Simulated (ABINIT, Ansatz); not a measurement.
```
Cs2KYF6 (Fm-3m): G0W0 with ABINIT, start to end
1.0
     0.00000    4.72250    4.72250
     4.72250    0.00000    4.72250
     4.72250    4.72250    0.00000
K Cs Y F
1 2 1 6
Direct
  0.50000 0.50000 0.50000
  0.25000 0.25000 0.25000
  0.75000 0.75000 0.75000
  0.00000 0.00000 0.00000
  0.77500 0.22500 0.22500
  0.22500 0.77500 0.22500
  0.22500 0.77500 0.77500
  0.77500 0.22500 0.77500
  0.22500 0.22500 0.77500
  0.77500 0.77500 0.22500
# method: RPA screening on PBEsol, plane waves, norm-conserving pseudopotentials (and 2 further levels or steps)
# program: ABINIT 10.8.3
# settings: cutoff 36 Ha, PseudoDojo scalar-relativistic 0.4.1 standard, norm-conserving, ngkpt (2, 2, 2), nband 376, ecuteps 8 Ha, inclvkb 2, shiftk (0, 0, 0), symchi 1, awtr 1, frequency ppm, 2×2×2 k-mesh
# notes: The program’s warnings: nproc spkpt=  >= nkpt= * nsppol=. The cell and positions come from the Crystallography Open Database and are kept as given unless a step says otherwise. Limits: no spin-orbit coupling. The 2×2×2 mesh is coarse for this cell, which bears on the long-range parts of exchange and screening.
# PBEsol gap: 6.59 eV, direct
# G0W0 gap on the mesh: 9.58 eV
# GW settings: 2×2×2 mesh, 376 bands, screening to 217.7 eV, Godby-Needs plasmon pole
# known limits: short of the basis limit; no spin-orbit coupling; coarse k mesh
```

[Long decimals in the printed logs are rounded to 6 places.]

[Logs are printed without paths, hosts, clocks, repeated set-up lines and the standing remarks that a program may print on its own settings, such as how far it seeks lower states.]

[Paths, hosts, dates, memory and timing lines, banners, echoed tables and standing remarks are left out of the program output; an Ansatz launch command may be rebuilt from the run's recorded settings. Measured values are a selection of at most five: reports struck by readers or far from the other reports are left out. None is set beside runs whose start may be inverted or whose files or cutoffs have a known fault.]

[Runs of the session that timed out or met a known fault of the program may be left out.]

[Hosts, paths, dates, database ids (printed as entryN), source tags and the programs' standing remarks are cut or masked in the printed files.]

[G0W0 gaps are taken among the corrected bands and points alone; a level outside them can change the order at an edge.]

[Where Ansatz stands beside ABINIT at settings called matched, ABINIT's density can come from a denser mesh and the files from another edition; pairs whose starting gaps differed by over 0.03 eV were left out, so agreement reads better than it is.]
